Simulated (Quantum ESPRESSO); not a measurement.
# Collinear magnetic orders of NaVS2 with Quantum ESPRESSO

A self-consistent run ends on one state, which hangs on the start. Several orders of NaVS2 are started in Quantum ESPRESSO and their energies compared.

Calculated with Quantum ESPRESSO 7.5; PBEsol; plane waves with GBRV 1.5 PBEsol potentials, no spin-orbit coupling.

## Step 1: The structure

The structure is trigonal, space group R3m (No. 160). Conventional cell: a = 3.346 Å, b = 3.346 Å, c = 21.020 Å, α = 90.00°, β = 90.00°, γ = 120.00°. Nearest to Na lie 6 S at 2.80 to 3.07 Å. Nearest to V lie 6 S at 2.27 to 2.39 Å. Nearest to S lie 3 V at 2.27 Å and 3 Na at 3.07 Å. Nearest to S lie 3 V at 2.39 Å and 3 Na at 2.80 Å. Farther neighbours and most contacts between anions are not listed.

Coordinates:

```
Na V S
1.0
     1.67300    0.96591    7.00667
    -1.67300    0.96591    7.00667
     0.00000   -1.93181    7.00667
Na V S
1 1 2
Direct
  0.83000 0.83000 0.83000
  0.00000 0.00000 0.00000
  0.61000 0.61000 0.61000
  0.40000 0.40000 0.40000
```

The cell comes from the Crystallography Open Database.

## Step 2: Run 1, typed as ferro +

The signs are those of the starting moments on the seeded atoms, the atoms that are given a moment.

ASE passes magmoms on as starting_magnetization. pw.x reads values of 1 or more as Bohr magnetons; where all are smaller, it reads them as fractions of the valence charge.

Input file pw.py:

```python
from ase import Atoms
from ase.calculators.espresso import Espresso, EspressoProfile

atoms = Atoms(['Na', 'V', 'S', 'S'],
    cell=[[1.673, 0.965907, 7.00666667],
         [-1.673, 0.965907, 7.00666667],
         [0.0, -1.931814, 7.00666667]],
    scaled_positions=[[0.83, 0.83, 0.83],
         [0.0, 0.0, 0.0],
         [0.61, 0.61, 0.61],
         [0.4, 0.4, 0.4]],
    pbc=True,
    magmoms=[0.0, 2.0, 0.0, 0.0])
input_data = {
    'control': {'calculation': 'scf', 'prefix': 'pwscf', 'outdir': './tmp', 'disk_io': 'nowf'},
    'system': {'ecutwfc': 40.0, 'ecutrho': 280.0, 'nbnd': 26, 'occupations': 'smearing', 'smearing': 'fd', 'degauss': 0.00367493, 'nspin': 2},
    'electrons': {'conv_thr': 8e-09, 'electron_maxstep': 150, 'mixing_beta': 0.3},
}
atoms.calc = Espresso(
    profile=EspressoProfile(command='mpirun -n 4 pw.x -nk 4', pseudo_dir='pseudo'),
    pseudopotentials={'V': 'v_pbesol_v1.4.uspp.F.UPF', 'S': 's_pbesol_v1.4.uspp.F.UPF', 'Na': 'na_pbesol_v1.5.uspp.F.UPF'},
    input_data=input_data,
    kpts=(8, 8, 8),
    koffset=(0, 0, 0))
atoms.get_potential_energy()
energy = atoms.calc.results['free_energy']
print(f'free energy: {energy:.6f} eV')
print('site moments (muB):', atoms.get_magnetic_moments().round(3))
```

Input file espresso.pwi:

```
&CONTROL
   calculation      = 'scf'
   outdir           = './tmp'
   prefix           = 'pwscf'
   disk_io          = 'nowf'
   pseudo_dir       = 'pseudo'
/
&SYSTEM
   nbnd             = 26
   ecutwfc          = 40.0
   ecutrho          = 280.0
   occupations      = 'smearing'
   degauss          = 0.00367493
   smearing         = 'fd'
   nspin            = 2
   starting_magnetization(1) = 0.0
   starting_magnetization(2) = 2.0
   starting_magnetization(3) = 0.0
   ntyp             = 3
   nat              = 4
   ibrav            = 0
/
&ELECTRONS
   electron_maxstep = 150
   conv_thr         = 8e-09
   mixing_beta      = 0.3
/
&IONS
/
&CELL
/
&FCP
/
&RISM
/
ATOMIC_SPECIES
Na  22.98976928 na_pbesol_v1.5.uspp.F.UPF
V  50.9415 v_pbesol_v1.4.uspp.F.UPF
S  32.06 s_pbesol_v1.4.uspp.F.UPF

K_POINTS automatic
8 8 8  0 0 0

CELL_PARAMETERS angstrom
1.67300000000000 0.96590700000000 7.00666667000000
-1.67300000000000 0.96590700000000 7.00666667000000
0.00000000000000 -1.93181400000000 7.00666667000000

ATOMIC_POSITIONS angstrom
Na  0.0000000000 -0.0000000000 17.4466000083  
V  0.0000000000 0.0000000000 0.0000000000  
S  -0.0000000000 -0.0000000000 12.8222000061  
S  -0.0000000000 0.0000000000 8.4080000040
```

The run is started by

```
$ OMP_NUM_THREADS=1 python3 pw.py > pw.log
```

The log of the run:

```text
free energy: -3924.473171 eV
site moments (muB): [0.014 1.133 0.002 0.008]

--- espresso.pwo ---
Program PWSCF v.7.5 starts

Warning: card &CELL ignored
Warning: card &FCP ignored
Warning: card &RISM ignored

     Message from routine setup:
     using ibrav=0 with symmetry is DISCOURAGED, use correct ibrav instead

     K-points division:     npool     =       4
     Subspace diagonalization in iterative solution of the eigenvalue problem:

     G-vector sticks info
     --------------------
     sticks:   dense  smooth     PW     G-vecs:    dense   smooth      PW
     Sum        1879    1069    365                36299    15665    3067

     Using Slab Decomposition

     bravais-lattice index     =            0
     lattice parameter (alat)  =      13.7347  a.u.
     unit-cell volume          =     458.4485 (a.u.)^3
     number of atoms/cell      =            4
     number of atomic types    =            3
     number of electrons       =        34.00
     number of Kohn-Sham states=           26
     kinetic-energy cutoff     =      40.0000  Ry
     charge density cutoff     =     280.0000  Ry
     scf convergence threshold =      8.0E-09
     mixing beta               =       0.3000
     number of iterations used =            8  plain     mixing
     Exchange-correlation= SLA  PW   PSX  PSC
                           (   1   4  10   8   0   0   0)

     celldm(1)=  13.734719  celldm(2)=   0.000000  celldm(3)=   0.000000
     celldm(4)=   0.000000  celldm(5)=   0.000000  celldm(6)=   0.000000

     crystal axes: (cart. coord. in units of alat)
               a(1) = (   0.230184   0.132897   0.964030 )
               a(2) = (  -0.230184   0.132897   0.964030 )
               a(3) = (   0.000000  -0.265794   0.964030 )

     reciprocal axes: (cart. coord. in units 2 pi/alat)
               b(1) = (  2.172176  1.254106  0.345771 )
               b(2) = ( -2.172176  1.254106  0.345771 )
               b(3) = (  0.000000 -2.508213  0.345771 )

     PseudoPot. # 1 for Na read from file:
     na_pbesol_v1.5.uspp.F.UPF
     Pseudo is Ultrasoft, Zval =  9.0
     Generated by new atomic code, or converted to UPF format
     Using radial grid of  819 points,  5 beta functions with:
                l(1) =   0
                l(2) =   0
                l(3) =   1
                l(4) =   1
                l(5) =   2
     Q(r) pseudized with  8 coefficients,  rinner =    1.250   1.250   1.250
                                                       1.250   1.250

     PseudoPot. # 2 for V  read from file:
     v_pbesol_v1.4.uspp.F.UPF
     Pseudo is Ultrasoft + core correction, Zval = 13.0
     Generated by new atomic code, or converted to UPF format
     Using radial grid of  853 points,  6 beta functions with:
                l(1) =   0
                l(2) =   0
                l(3) =   1
                l(4) =   1
                l(5) =   2
                l(6) =   2
     Q(r) pseudized with  8 coefficients,  rinner =    1.100   1.100   1.100
                                                       1.100   1.100

     PseudoPot. # 3 for S  read from file:
     s_pbesol_v1.4.uspp.F.UPF
     Pseudo is Ultrasoft + core correction, Zval =  6.0
     Generated by new atomic code, or converted to UPF format
     Using radial grid of  907 points,  6 beta functions with:
                l(1) =   0
                l(2) =   0
                l(3) =   1
                l(4) =   1
                l(5) =   2
                l(6) =   2
     Q(r) pseudized with  8 coefficients,  rinner =    1.300   1.300   1.300
                                                       1.300   1.300

     atomic species   valence    mass     pseudopotential
     Na                9.00    22.98977     Na( 1.00)
     V                13.00    50.94150     V ( 1.00)
     S                 6.00    32.06000     S ( 1.00)

     Starting magnetic structure
     atomic species   magnetization
     Na              0.000
     V               0.154
     S               0.000

      6 Sym. Ops. (no inversion) found

   Cartesian axes

     site n.     atom                  positions (alat units)
         1        Na     tau(   1) = (   0.0000000  -0.0000000   2.4004347  )
         2        V      tau(   2) = (   0.0000000   0.0000000   0.0000000  )
         3        S      tau(   3) = (  -0.0000000  -0.0000000   1.7641749  )
         4        S      tau(   4) = (  -0.0000000   0.0000000   1.1568360  )

     number of k points=    65  Fermi-Dirac smearing, width (Ry)=  0.0037
                       cart. coord. in units 2pi/alat
        k(    1) = (   0.0000000   0.0000000   0.0000000), wk =   0.0019531
        k(    2) = (   0.0000000  -0.3135266   0.0432213), wk =   0.0117188
        k(    3) = (   0.0000000  -0.6270532   0.0864427), wk =   0.0117188
        k(    4) = (   0.0000000  -0.9405797   0.1296640), wk =   0.0117188
        k(    5) = (   0.0000000   1.2541063  -0.1728854), wk =   0.0058594
        [... 60 further k-points ...]

     Dense  grid:    36299 G-vectors     FFT dimensions: (  75,  75,  75)

     Smooth grid:    15665 G-vectors     FFT dimensions: (  60,  60,  60)

     Generating pointlists ...
     new r_m :   0.1591 (alat units)  2.1855 (a.u.) for type    1
     new r_m :   0.1288 (alat units)  1.7691 (a.u.) for type    2
     new r_m :   0.1288 (alat units)  1.7691 (a.u.) for type    3

     Initial potential from superposition of free atoms

     starting charge      33.9924, renormalised to      34.0000

     negative rho (up, down):  4.247E-04 3.077E-04
     Starting wfcs are   23 randomized atomic wfcs +    3 random wfcs

     Self-consistent Calculation

     iteration #  1     ecut=    40.00 Ry     beta= 0.30
     Davidson diagonalization with overlap
     ethr =  1.00E-02,  avg # of iterations =  5.5

     Threshold (ethr) on eigenvalues was too large:
     Diagonalizing with lowered threshold

     Davidson diagonalization with overlap
     ethr =  5.63E-04,  avg # of iterations =  1.7

     negative rho (up, down):  2.588E-04 5.719E-04

     total energy              =    -288.41564389 Ry
     estimated scf accuracy    <       0.19496138 Ry

     total magnetization       =     1.70 Bohr mag/cell
     absolute magnetization    =     1.76 Bohr mag/cell

     iteration #  2     ecut=    40.00 Ry     beta= 0.30
     Davidson diagonalization with overlap
     ethr =  5.73E-04,  avg # of iterations =  2.6

     negative rho (up, down):  1.822E-04 7.406E-04

     total energy              =    -288.43322799 Ry
     estimated scf accuracy    <       0.04478989 Ry

     total magnetization       =     1.55 Bohr mag/cell
     absolute magnetization    =     1.61 Bohr mag/cell

     iteration #  3     ecut=    40.00 Ry     beta= 0.30
     Davidson diagonalization with overlap
     ethr =  1.32E-04,  avg # of iterations =  3.9

     negative rho (up, down):  8.150E-05 8.738E-04

     total energy              =    -288.43675519 Ry
     estimated scf accuracy    <       0.04182169 Ry

     total magnetization       =     1.69 Bohr mag/cell
     absolute magnetization    =     1.79 Bohr mag/cell

     [... further iterations left out ...]

     iteration # 13     ecut=    40.00 Ry     beta= 0.30
     Davidson diagonalization with overlap
     ethr =  8.98E-10,  avg # of iterations =  3.3

     negative rho (up, down):  4.386E-05 1.290E-03

     total energy              =    -288.44347813 Ry
     estimated scf accuracy    <       0.00000010 Ry

     total magnetization       =     1.54 Bohr mag/cell
     absolute magnetization    =     1.60 Bohr mag/cell

     iteration # 14     ecut=    40.00 Ry     beta= 0.30
     Davidson diagonalization with overlap
     ethr =  2.82E-10,  avg # of iterations =  4.2

     negative rho (up, down):  4.435E-05 1.285E-03

     total energy              =    -288.44348167 Ry
     estimated scf accuracy    <       0.00000003 Ry

     total magnetization       =     1.52 Bohr mag/cell
     absolute magnetization    =     1.58 Bohr mag/cell

     iteration # 15     ecut=    40.00 Ry     beta= 0.30
     Davidson diagonalization with overlap
     ethr =  9.08E-11,  avg # of iterations =  4.0

     negative rho (up, down):  4.475E-05 1.280E-03

     total energy              =    -288.44348233 Ry
     estimated scf accuracy    <       0.00000001 Ry

     total magnetization       =     1.51 Bohr mag/cell
     absolute magnetization    =     1.57 Bohr mag/cell

     iteration # 16     ecut=    40.00 Ry     beta= 0.30
     Davidson diagonalization with overlap
     ethr =  4.40E-11,  avg # of iterations =  4.0

     negative rho (up, down):  4.476E-05 1.280E-03

     Magnetic moment per site  (integrated on atomic sphere of radius R)
     atom   1 (R=0.159)  charge=  8.1664  magn=  0.0142
     atom   2 (R=0.129)  charge= 10.5663  magn=  1.1333
     atom   3 (R=0.129)  charge=  3.8171  magn=  0.0019
     atom   4 (R=0.129)  charge=  3.7719  magn=  0.0078

     End of self-consistent calculation

     Number of k-points >= 100: set verbosity='high' to print the bands.

     the Fermi energy is     9.2181 ev

!    total energy              =    -288.44348313 Ry
     estimated scf accuracy    <          3.1E-09 Ry
     smearing contrib. (-TS)   =      -0.00283602 Ry
     internal energy E=F+TS    =    -288.44064711 Ry

     The total energy is F=E-TS. E is the sum of the following terms:
     one-electron contribution =    -167.77469376 Ry
     hartree contribution      =      95.95515035 Ry
     xc contribution           =     -50.59304378 Ry
     ewald contribution        =    -166.02805992 Ry

     total magnetization       =     1.50 Bohr mag/cell
     absolute magnetization    =     1.56 Bohr mag/cell

     convergence has been achieved in  16 iterations

=------------------------------------------------------------------------------=
   JOB DONE.
=------------------------------------------------------------------------------=
```

Run time: 3.2 min. Hardware: 4 MPI ranks of Arm Neoverse V1, shared host; peak memory 0.84 GiB; 13 min of CPU time.

Spin moment in the atom's sphere by atom:

```tsv
atom	spin moment in the atom's sphere (μB)
Na1	0.01
V2	1.13
S3	0.00
S4	0.01
```

Numbers from this step:

```
smearing term TS       : 0.03859 eV
magnetization          : 1.502 μB
absolute magnetization : 1.562 μB
final state            : ferromagnetic
```

(Part 1 of 2 ends here.)

[Logs and program files are shortened in this print: banners, set-up blocks, solver, clock and traceback lines can be left out without a mark of their own.]

[Logs are printed without paths, hosts, clocks, repeated set-up lines and the standing remarks that a program may print on its own settings, such as how far it seeks lower states.]

[Hosts, paths, dates, database ids (printed as entryN), source tags and the programs' standing remarks are cut or masked in the printed files.]

[Where a cell is said to come from a database of computed structures, the database is the Materials Project.]
